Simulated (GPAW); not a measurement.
# Optical response of AgB2, part 2 of 2

Aim: the dielectric function of AgB2, and the optical constants that follow from it.

GPAW 26.7.0; DFT, PBE, plane-wave PAW (GPAW data sets), scalar-relativistic, RPA, optical limit.

So far. Step 2 (Ground state): There are states at the Fermi level within the smearing, so the occupations stay smeared and the carriers get a Drude term.

## (4) Dielectric function, RPA

Transitions between filled and empty bands, summed over the zone, give the optical response, so mesh, band count and broadening shape it.

The induced potential is part of this response.

This step: DFT, PBE, plane-wave PAW (GPAW data sets), scalar-relativistic, RPA, optical limit (GPAW 26.7.0).

Input file df.py:

```python
from gpaw.response.df import DielectricFunction

df = DielectricFunction('full.gpw', frequencies={'type': 'nonlinear', 'domega0': 0.03, 'omega2': 8},
                        ecut=50,
                        eta=0.2,
                        nbands=27,
                        rate=0.03,
                        txt='df.txt')
for direction in ['x', 'z']:
    df.get_dielectric_function(xc='RPA', direction=direction, filename=f'df_{direction}.csv')
```

On the command line:

```bash
$ OMP_NUM_THREADS=1 python df.py
```

Numbers of over 12 decimals in the logs are rounded to 6 here.

The program printed:

```text
Using integrator: PointIntegrator
NonLinearFrequencyDescriptor(from 0.000 to 91.912 eV, 533 points)
Nonperiodic BCs:  [False False False]
Using integrator: PointIntegrator
NonLinearFrequencyDescriptor(from 0.000 to 91.912 eV, 533 points)
Nonperiodic BCs:  [False False False]
Using integrator: PointIntegrator

Calculating chi0 body with:
    Ground state adapter containing:
    Number of spins: 1
    Number of kpoints: 5832
    Number of irreducible kpoints: 370
    Number of completely occupied states: 10
    Number of partially occupied states: 13

    Linear response parametrization:
    q_c: [0.0, 0.0, 0.0]
    Number of frequency points: 533
    Planewave cutoff: 50.0
    Number of bands: 27
    Number of planewaves: 21
    Broadening (eta): 0.2

Integrating chi0 body.

Symmetries of q_c:
    Direct symmetries (Uq -> q): 24
    Indirect symmetries (TUq -> q): 0
In total 24 allowed symmetries.

370 groups of equivalent kpoints. 93.655693% reduction.

Integral kind: spectral function

Calculating chi0 optical extensions with:
    Ground state adapter containing:
    Number of spins: 1
    Number of kpoints: 5832
    Number of irreducible kpoints: 370
    Number of completely occupied states: 10
    Number of partially occupied states: 13

    Linear response parametrization:
    Number of frequency points: 533
    Planewave cutoff: 50.0
    Number of bands: 27
    Number of planewaves: 21
    Broadening (eta): 0.2
Integrating chi0 head and wings.

Symmetries of q_c:
    Direct symmetries (Uq -> q): 24
    Indirect symmetries (TUq -> q): 0
In total 24 allowed symmetries.

370 groups of equivalent kpoints. 93.655693% reduction.

Integral kind: spectral function wings

Calculating drude chi0 with:
    Number of frequency points:533
    Plasma frequency decay rate: 0.03 eV

    Ground state adapter containing:
    Number of spins: 1
    Number of kpoints: 5832
    Number of irreducible kpoints: 370
    Number of completely occupied states: 10
    Number of partially occupied states: 13

Symmetries of q_c:
    Direct symmetries (Uq -> q): 24
    Indirect symmetries (TUq -> q): 0
In total 24 allowed symmetries.

370 groups of equivalent kpoints. 93.655693% reduction.

Integral kind: intraband
Plasma frequency:
[[ 7.68+0.j  0.  +0.j  0.  +0.j]
 [ 0.  +0.j  7.68+0.j  0.  +0.j]
 [ 0.  +0.j  0.  +0.j 10.24-0.j]]
```

Run time: 25 s. Hardware: 1 thread of Arm Neoverse V1, shared host; peak memory 0.25 GiB.

Some rows of df_x.csv (energy; Re and Im without local fields; Re and Im with them):

```text
0.000000, 65628.634986, 0.000000, 65628.419347, 0.000000
0.555532, -178.086383, 26.014144, -178.113232, 25.954681
1.143969, -32.475648, 10.267491, -32.473054, 10.213633
1.768324, -14.006656, 8.204531, -14.004485, 8.216359
2.431988, -5.669444, 3.419374, -5.700300, 3.430103
3.138794, -0.423983, 2.425308, -0.460369, 2.427501
3.893091, 2.024562, 2.956542, 1.980041, 2.958029
4.699832, 4.275536, 2.578355, 4.222349, 2.566502
5.564682, 6.328500, 3.872006, 6.263721, 3.862909
6.494155, 6.989787, 7.411095, 6.870742, 7.309658
7.495775, 2.250056, 10.302876, 2.345851, 10.099592
8.578281, -0.789067, 7.731285, -0.698920, 7.826911
9.751884, -1.111304, 6.004683, -1.151734, 6.056757
11.028587, -1.480533, 4.632272, -1.514071, 4.590410
12.422601, -0.961202, 3.614337, -0.945850, 3.580458
13.950874, -1.928587, 2.928485, -1.926702, 2.943054
15.633783, -1.312842, 1.783509, -1.322674, 1.777376
17.496047, -1.122217, 1.215252, -1.134052, 1.218897
19.567954, -0.672607, 0.809733, -0.693878, 0.786384
21.887015, -0.244377, 0.533601, -0.237286, 0.502998
24.500258, 0.067395, 0.423939, 0.068508, 0.387937
```

The Im ε has structure finer than the step of the table below, so its rows give means over 1 eV, whole bins alone (the curve runs from 0.305 to 25.0 eV). Peaks (eV: height): E ∥ x 1.4: 11.6, 7.2: 10.4; E ∥ z 3.6: 5.05, 7.2: 8.08.

Sum at mesh points, not converged in k. The Im ε by photon energy; means over each step:

```
photon energy (eV)  E ∥ x  E ∥ z
                 1   13.2   11.8
                 2   6.41   4.19
                 3   2.65   4.60
                 4   2.70   4.46
                 5   3.00   4.30
                 6   5.36   6.21
                 7   9.39   7.25
                 8   9.03   6.74
                 9   6.90   5.48
                10   5.69   4.11
                11   4.61   3.38
                12   3.79   3.29
                13   3.91   3.01
                14   2.92   2.66
                15   1.98   2.07
                16   1.71   1.81
                17   1.44   1.28
                18   1.09  0.924
                19  0.847  0.781
                20  0.676  0.791
                21  0.519  0.649
                22  0.493  0.646
                23  0.426  0.635
                24  0.397  0.573
```

Values under 1 per cm are given as 1; sum at mesh points, not converged in k. The absorption coefficient by photon energy:

```
photon energy (eV)  E ∥ x (1/cm)  E ∥ z (1/cm)
             0.492         7.6e5         1.0e6
             1.010         6.9e5         9.9e5
             1.486         6.9e5         9.2e5
             1.985         7.0e5         8.5e5
             2.508         5.9e5         7.7e5
             3.018         4.2e5         7.2e5
             3.510         3.3e5         6.7e5
             3.980         3.4e5         6.6e5
             4.516         2.9e5         5.9e5
             4.981         3.3e5         6.0e5
             5.515         4.0e5         7.1e5
             6.021         5.8e5         8.4e5
             6.494         8.3e5         1.1e6
             6.985         1.2e6         1.2e6
             7.496         1.5e6         1.4e6
             8.026         1.7e6         1.6e6
             8.516         1.8e6         1.6e6
             9.023         1.8e6         1.8e6
             9.483         1.8e6         1.7e6
            10.026         1.9e6         1.7e6
            10.519         1.9e6         1.8e6
            11.029         2.0e6         1.7e6
            11.479         1.9e6         1.7e6
            12.023         2.0e6         1.7e6
            12.504         1.9e6         1.9e6
            13.000         2.2e6         1.8e6
            13.512         2.4e6         2.0e6
            14.040         2.3e6         2.1e6
            14.493         2.3e6         2.0e6
            14.960         2.2e6         2.0e6
            15.536         2.1e6         2.0e6
            16.031         2.1e6         2.1e6
            16.541         2.1e6         2.1e6
            16.959         2.1e6         2.0e6
            17.496         2.1e6         1.9e6
            18.049         2.0e6         1.8e6
            18.504         2.0e6         1.7e6
            18.969         1.9e6         1.5e6
            19.447         1.9e6         1.5e6
            20.061         1.8e6         1.6e6
            20.438         1.7e6         1.5e6
            20.953         1.5e6         1.3e6
            21.482         1.4e6         1.3e6
            22.024         1.4e6         1.3e6
            22.440         1.3e6         1.3e6
            23.009         1.2e6         1.3e6
            23.446         1.1e6         1.3e6
            24.042         1.0e6         1.1e6
            24.500         1.0e6         1.2e6
```

Sum at mesh points, not converged in k. Table of loss function −Im 1/ε at q → 0 by energy loss; read off at these points:

```
energy loss (eV)    E ∥ x   E ∥ z
             1.0  0.00432  7.3e-4
             2.0   0.0383  0.0143
             3.0    0.326   0.109
             3.2    0.419   0.134
             4.0    0.229   0.220
             5.0   0.0913   0.207
             6.0   0.0702   0.134
             7.0   0.0779   0.128
             8.0    0.111   0.141
             9.0    0.147   0.162
            10.0    0.169   0.225
            11.0    0.195   0.270
            12.0    0.238   0.289
            13.0    0.219   0.322
            14.0    0.239   0.293
            15.0    0.315   0.379
            16.0    0.379   0.387
            17.0    0.410   0.463
            18.0    0.509   0.618
            19.0    0.665    1.02
            20.0    0.762    1.07
            21.0     1.25    1.53
            22.0     1.67    1.54
            23.0     2.19    1.55
            24.0     2.54    1.72
```

The Im ε, E ∥ x has structure finer than the step of the table below, so its rows give means over 1 eV, whole bins alone (the curve runs from 0.305 to 25.0 eV). Peaks (eV: height): without local fields 1.3: 11.6, 7.2: 10.6; with local fields 1.4: 11.6, 7.2: 10.4.

Sum at mesh points, not converged in k. Table of Im ε, E ∥ x by photon energy; means over each step:

```
photon energy (eV)  without local fields  with local fields
                 1                  13.3               13.2
                 2                  6.40               6.41
                 3                  2.65               2.65
                 4                  2.70               2.70
                 5                  3.01               3.00
                 6                  5.40               5.36
                 7                  9.58               9.39
                 8                  9.09               9.03
                 9                  6.83               6.90
                10                  5.65               5.69
                11                  4.64               4.61
                12                  3.83               3.79
                13                  3.93               3.91
                14                  2.91               2.92
                15                  1.98               1.98
                16                  1.71               1.71
                17                  1.44               1.44
                18                  1.10               1.09
                19                 0.859              0.847
                20                 0.701              0.676
                21                 0.556              0.519
                22                 0.522              0.493
                23                 0.443              0.426
                24                 0.427              0.397
```

The reflectivity at normal incidence has structure finer than the step of the table below, so its rows give means over 1 eV, whole bins alone (the curve runs from 0.305 to 25.0 eV). Peaks (eV: height): E ∥ x 8.6: 40.1, 14.7: 47.4, 18.6: 45.1; E ∥ z 9.1: 40.9, 14.0: 39.2, 16.6: 42.6.

Sum at mesh points, not converged in k. Table of reflectivity at normal incidence by photon energy; means over each step:

```
photon energy (eV)  E ∥ x (%)  E ∥ z (%)
                 1       92.0       98.4
                 2       76.2       88.7
                 3       37.9       58.6
                 4       14.7       34.6
                 5       18.7       22.5
                 6       26.8       28.2
                 7       35.5       33.3
                 8       39.1       36.9
                 9       38.6       39.6
                10       38.3       36.0
                11       38.1       34.0
                12       35.4       31.1
                13       36.8       32.0
                14       43.9       37.7
                15       44.3       35.9
                16       40.8       37.9
                17       42.3       42.0
                18       43.5       40.9
                19       42.7       32.4
                20       43.3       28.3
                21       38.8       24.8
                22       31.9       19.3
                23       27.6       17.1
                24       20.9       13.6
```

At chosen wavelengths:

```
wavelength (nm)   n x    k x  R (%) x  1/α x   n z     k z  R (%) z   1/α z
           1550  0.65  8.953     96.9  14 nm  0.50  12.447     98.7  9.9 nm
            633  0.94  3.543     77.0  14 nm  0.52   4.294     89.9   12 nm
            532  0.70  2.736     73.1  15 nm  0.62   3.428     82.8   12 nm
            450  0.73  1.901     56.0  19 nm  0.86   2.644     67.1   14 nm
            405  0.94  1.320     31.7  24 nm  1.04   2.337     56.8   14 nm
            308  1.67  0.794     14.0  31 nm  1.37   1.608     33.2   15 nm
            248  2.31  0.659     18.9  30 nm  1.76   1.171     21.7   17 nm
```

A polished face would reflect 79 % of daylight and look yellow (CIE x = 0.335, y = 0.359 under D65).

## (5) Summary of results

What this shows: At this level (PBE, RPA) AgB2 is a metal. The mesh is too coarse to trust the carriers' weight, the reflectivity or the colour to better than tens of per cent. A polished face would reflect 79 % of daylight and look yellow (CIE x = 0.335, y = 0.359 under D65). The carriers' damping of 0.03 eV is typed, not computed; it shapes the response at the lowest energies. In this version of GPAW the matrix elements of the optical limit are incomplete, which can lower ε − 1 by up to a tenth where first-row anions or d states rule, and shift it by more in d metals. GPAW's carrier term has the form −ωp²/(ω + i·rate)², which damps like twice the rate and fails at low energy, so the curves leave the lowest energies out. The sum runs over mesh points 0.13 Å⁻¹ apart with no interpolation, so peaks are partly noise of the mesh, and the Drude plasma energy, a sum over the Fermi surface, isn't converged.

[Machine, clock and banner lines and Python warnings are left out of the logs.]

[Logs are printed without paths, hosts, clocks, repeated set-up lines and the standing remarks that a program may print on its own settings, such as how far it seeks lower states.]

[Hosts, paths, dates, database ids (printed as entryN), source tags and the programs' standing remarks are cut or masked in the printed files.]
